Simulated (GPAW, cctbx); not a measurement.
## Bonding in V2CdP2 as X-rays see it

Aim: compute the bonding part of the density of V2CdP2, find which reflections carry it, and see how it biases an ordinary refinement.

The start was made by putting kin elements into a known structure type; the compound need not exist, or be stable, in this form. All numbers below are calculated.

### 1. Relax the structure

The density hangs on the geometry, so cell and atoms are relaxed first, with the symmetry held. The cutoff is set higher than for the density because stress converges slowly with plane waves.

Settings: GPAW 26.7.0, PBE, 570 eV, 6×6×6 k-points, Fermi–Dirac width 0.1 eV, spin-polarised, BFGS to 0.03 eV/Å.

```text
cell
1.0
     0.000000000   -3.596000000    0.000000000
     3.596000000    0.000000000    0.000000000
    -1.798000000    1.798000000    5.828500000
Cd V P
1 2 2
Direct
0.000000000 0.000000000 0.000000000
0.750000000 0.250000000 0.500000000
0.250000000 0.750000000 0.500000000
0.635800000 0.635800000 0.271600000
0.364200000 0.364200000 0.728400000
```

```console
$ OMP_NUM_THREADS=1 mpirun -n 4 gpaw python run.py > gpaw.log
```

```text
BFGS:    0      -28.546706        3.637493
BFGS:    1      -29.063133        2.483378
BFGS:    2      -29.611628        0.673679
BFGS:    3      -29.644143        0.620903
...
BFGS:   15      -30.749681        0.203740
BFGS:   16      -30.758646        0.033030
BFGS:   17      -30.758891        0.004208
cell  4.0488 4.0488 5.5567  111.37 111.37 90.00
volume 78.068 A^3, largest force 0.005 eV/A, largest stress 0.01 GPa
```

The cell moved far, while the k-mesh and basis were chosen for the start, so the final shape may be somewhat biased.

After 17 steps the volume has changed by +3.6 % and the energy by -2.212 eV; the largest stress left is 0.01 GPa. It took 12 min on 4 cores of Arm Neoverse V2 (shared host), peak memory 1.6 GiB.

Relaxed structure: I4/mmm (no. 139), a = 4.0488 Å, b = 4.0488 Å, c = 9.5249 Å, α = 90.00°, β = 90.00°, γ = 90.00°.

| atom | mult. | x | y | z |
| --- | --- | --- | --- | --- |
| Cd1 | 2 | 0 | 0 | 0 |
| V1 | 4 | 0 | 1/2 | 1/4 |
| P1 | 4 | 1/2 | 1/2 | 0.1189 |

### 2. Density and charge transfer

X-rays see the whole electron density, so the PAW density is rebuilt with its core regions. Subtracting spherical free atoms from the same code cancels the cores and leaves the deformation density Δρ, the part due to bonding.

Settings: PBE, 450 eV, 6×6×6 k-points, Fermi–Dirac width 0.1 eV, spin-polarised; primitive cell of 5 atoms.

```console
$ OMP_NUM_THREADS=1 mpirun -n 4 gpaw python run.py > gpaw.log
```

```text
|iter:   1|       0s |  -32.274748 | +0.52 |       |  +4.0069|
|iter:   2|       2s |  -31.755803 | -1.06 | -0.97 |  +3.9332|
|iter:   3|       5s |  -31.350314 | -0.75 | -1.03 |  +2.8403|
...
|iter:  14|      33s |  -30.650760c| -5.59 | -3.93 |  -0.0095|
|iter:  15|      36s |  -30.650755c| -6.22 | -4.25c|  -0.0014|
|iter:  16|      38s |  -30.650760c| -7.51c| -4.69c|  -0.0014|
```

```text
gpts.py:43: UserWarning: Initial realspace grid (20,20,28) inconsistent with symmetries.
gpts.py:43: UserWarning: Initial realspace grid (20,20,28) inconsistent with symmetries.
gpts.py:43: UserWarning: Initial realspace grid (20,20,28) inconsistent with symmetries.
gpts.py:43: UserWarning: Initial realspace grid (20,20,28) inconsistent with symmetries.
gpts.py:70: UserWarning: Using symmetrized grid: (28,28,28).
gpts.py:70: UserWarning: Using symmetrized grid: (28,28,28).
gpts.py:70: UserWarning: Using symmetrized grid: (28,28,28).
gpts.py:70: UserWarning: Using symmetrized grid: (28,28,28).
grid (56, 56, 56)  electrons 124.000  moved by bonding 1.213 e
deformation density beyond 0.5 A of the nuclei: max 0.478, min -0.341 e/A^3
atom        x       y       z   Voronoi charge  moment
Cd1    0.0000  0.0000  0.0000      0.448      -0.00
V 2    0.2500  0.7500  0.5000     -0.062      -0.00
V 3    0.7500  0.2500  0.5000     -0.062      -0.00
P 4    0.6189  0.6189  0.2378     -0.162      -0.00
P 5    0.3811  0.3811  0.7622     -0.162      -0.00
mean inner potential of superposed free atoms 21.896 V
total magnetic moment -0.001 muB
```

Deformation density in a plane through the shortest contact of the P atom at the origin, in 0.01 e/Å³ (clipped at ±99); x from -1.6 to 3.9 Å, y from 2.4 down to -2.4 Å:

```text
-13   . -26   3   2   1  -1  -1  -1  -1   1   2   3 -28   . -13
  .   .   .  17   2   0  -1  -1  -1  -1   0   2  17   .   .   .
-12   . -24   2   2   1  -1  -1  -1  -1   1   2   2 -22   . -12
 -7   0   1   5   5   1  -1  -2  -2  -1   1   5   5   1   0  -7
 -2   1   6   8   5  -3  -3   0   0  -4  -3   5   8   6   1  -2
  0   0   0  -2   .  -8  -3   9   9  -3  -8   .  -2   0   0   0
  0  -1  -5  -9   .   .   3  17  17   3   .   .  -9  -5  -1   0
  0   0   0  -2   .  -8  -3   9   9  -3  -8   .  -2   0   0   0
 -2   1   6   8   5  -3  -4   0   0  -3  -3   5   8   6   1  -2
 -7   0   1   5   5   1  -1  -2  -2  -1   1   5   5   1   0  -7
-12   . -22   2   2   1  -1  -1  -1  -1   1   2   2 -24   . -12
  .   .   .  17   2   0  -1  -1  -1  -1   0   2  17   .   .   .
-13   . -28   3   2   1  -1  -1  -1  -1   1   2   3 -26   . -13
```

Atoms in or within 0.15 Å of the plane: V (-1.2, 2.0), V (-1.2, -2.0), V (3.5, 2.0), V (3.5, -2.0), P (0.0, 0.0), P (2.3, 0.0) Å. Dots mark points within about 0.45 Å of a nucleus; large values next to them are atomic features.

P gains most (-0.16 e) and Cd loses most (+0.45 e); P is the most electronegative element, but the order of the others doesn't follow electronegativity. Such charges fall far short of formal ones, since overlapping free atoms already put density on their neighbours. Along the shortest contact from the P atom at the map's origin, P–P at 2.26 Å, Δρ is +0.19 e/Å³ at the midpoint: a bond charge, the mark of covalency. At the midpoints of other shortest contacts it is +0.07 (V–P, 2.38 Å), +0.04 (V–V, 2.86 Å), -0.01 (Cd–P, 3.08 Å) and -0.01 (Cd–V, 3.12 Å) e/Å³. Point values carry grid noise of about 0.01 e/Å³. The moments given at the start die out. The run needed 16 iterations, 49 s.

### 3. Structure factors

The Fourier components of Δρ, added to those of the free atoms, give the static X-ray structure factors; the Mott–Bethe relation turns them into the Fourier components V of the potential that fast electrons feel.

```text
static structure factors of the conventional cell: F in electrons, V (Mott-Bethe) in volts
   h  k  l      d  |F| table  |F| free   |F| DFT   change   |V| free  |V| DFT  change %
   0  0  2  4.7624    11.896    11.851    10.503   -1.348     2.158    1.260    -41.6
   1  0  1  3.7261    50.218    50.207    49.619   -0.588     0.720    0.960     33.3
   1  1  0  2.8629    53.383    53.638    53.615   -0.024     2.493    2.499      0.2
   1  0  3  2.4984   103.493   103.459   103.713    0.255     5.461    5.414     -0.9
   1  1  2  2.4537   148.105   147.738   147.494   -0.243     7.931    7.974      0.5
   0  0  4  2.3812   103.493   103.026   102.545   -0.480     4.275    4.355      1.9
   2  0  0  2.0244   172.117   171.808   171.127   -0.680     9.166    9.248      0.9
   2  0  2  1.8631    13.031    13.126    13.741    0.616     0.460    0.523     13.6
   1  1  4  1.8307    25.175    25.130    24.576   -0.553     2.968    3.022      1.8
   2  1  1  1.7788    42.549    42.418    42.625    0.207     0.888    0.868     -2.2
   1  0  5  1.7237    96.512    96.429    95.961   -0.468     4.302    4.343      0.9
   0  0  6  1.5875     2.783     2.799     3.420    0.621     0.926    0.972      5.0
   2  1  3  1.5729    85.455    85.374    84.941   -0.433     3.478    3.509      0.9
   2  0  4  1.5424    84.640    84.486    84.602    0.116     3.088    3.080     -0.3
```

The largest X-ray change is -1.35 e on 002, 11.4 % of |F|. For electrons V goes as (Z − F)/g², so a change of F counts against Z − F, which is small at low angle and wherever the atoms' terms cancel: |V| of 002 moves by -41.6 % (2.16 to 1.26 V) against -11.4 % in |F|. The last three rows still change by up to 0.62 e; the table stops while the angles are still low. The tabulated Hartree–Fock atoms differ from the free DFT atoms by up to 0.47 e, so the choice of reference atom matters too.

### 4. The functional ladder

The same geometry is run with other functionals, to see whether the bonding signal is larger than the spread between approximations. Free atoms are LDA for LDA and PBE otherwise; meta-GGAs and hybrids keep PBE cores. Any other changed setting is in the row's label.

| run | ΔF 002 (e) | ΔF 200 (e) | ΔF 006 (e) | q(P) (e) | moved (e) | time |
| --- | --- | --- | --- | --- | --- | --- |
| PBE | -1.348 | -0.680 | +0.621 | -0.162 | 1.213 | 49 s |
| LDA | -1.335 | -0.681 | +0.613 | -0.150 | 1.163 | 41 s |
| SCAN | -1.359 | -0.757 | +0.645 | -0.181 | 1.328 | 2.4 min |

At the base's settings ΔF(002) spans -1.359 to -1.335 e, a spread of 2 % of the PBE value; over the three listed reflections the spread is at most 11 %, so sign and size hold across the functionals. The magnetic state differs between the runs (cell moments PBE 0.00, LDA 0.00, SCAN 1.23 μB), and that enters the spread. Times are from shared hosts.

### 5. Refining ordinary atoms against data with bonding

Routine crystallography fits spherical atoms. To see the bias, intensities are simulated from tabulated atoms plus the DFT change ΔF, so that bonding alone can misfit (3580 reflections of the full sphere, merged to the counts below, to 0.45 Å, 1.5 % proportional noise plus counting noise, assumed isotropic U as listed, Δρ smeared by the mean U) and refined with cctbx over different ranges.

| range | data | R1 | GooF | U Cd1 (true 0.0057) | U V1 (true 0.0074) | U P1 (true 0.0085) | largest shift (Å) | Δρ max, min (e/Å³) |
| --- | --- | --- | --- | --- | --- | --- | --- | --- |
| all data | 302 | 0.0045 | 1.21 | 0.0057 | 0.0074 | 0.0085 | 0.0002 | 0.31, -0.38 |
| low resolution, d > 0.84 | 59 | 0.0048 | 1.74 | 0.0056 | 0.0075 | 0.0085 | 0.0006 | 0.14, -0.11 |
| high order, d < 0.75 | 225 | 0.0044 | 1.00 | 0.0057 | 0.0074 | 0.0084 | 0.0002 | 0.24, -0.24 |
| occupancies free, d > 0.7 | 90 | 0.0046 | 1.50 | 0.0057 | 0.0074 | 0.0081 | 0.0002 | 0.12, -0.18 |

With all data GooF is 1.21, diluted by the many high-angle data; the misfit shows at low resolution; the top residual peak lies 0.66 Å from V and 2.11 Å from P. No U is off by more than 3 s.u. at low resolution. With Cd1 held at 1 and the scale free, the other occupancies refine to V1 0.997(0.002) and P1 0.990(0.003), on sites that are all full: they absorb part of the misfit, and only ratios to the fixed site mean anything.

### 6. Answer

Bonding moves 1.21 e in the primitive cell of V2CdP2 and changes the structure factors of the conventional cell in the table above by at most 1.35 e (002, 11.4 %). The shortest bond, P–P, has Δρ = +0.19 e/Å³ at its midpoint, a covalent bond charge. At the base's settings ΔF(002) spans -1.359 to -1.335 e, a spread of 2 % of the PBE value; over the three listed reflections the spread is at most 11 %, so sign and size hold across the functionals. With all data GooF is 1.21, diluted by the many high-angle data. Limits: static density, frozen cores, no spin–orbit coupling.

[Outputs are excerpts: Python notices, other lines and further rows are left out; steps that failed or that the build refused (PBEsol, TPSS) are not shown.]

[Logs are printed without paths, hosts, clocks, repeated set-up lines and the standing remarks that a program may print on its own settings, such as how far it seeks lower states.]
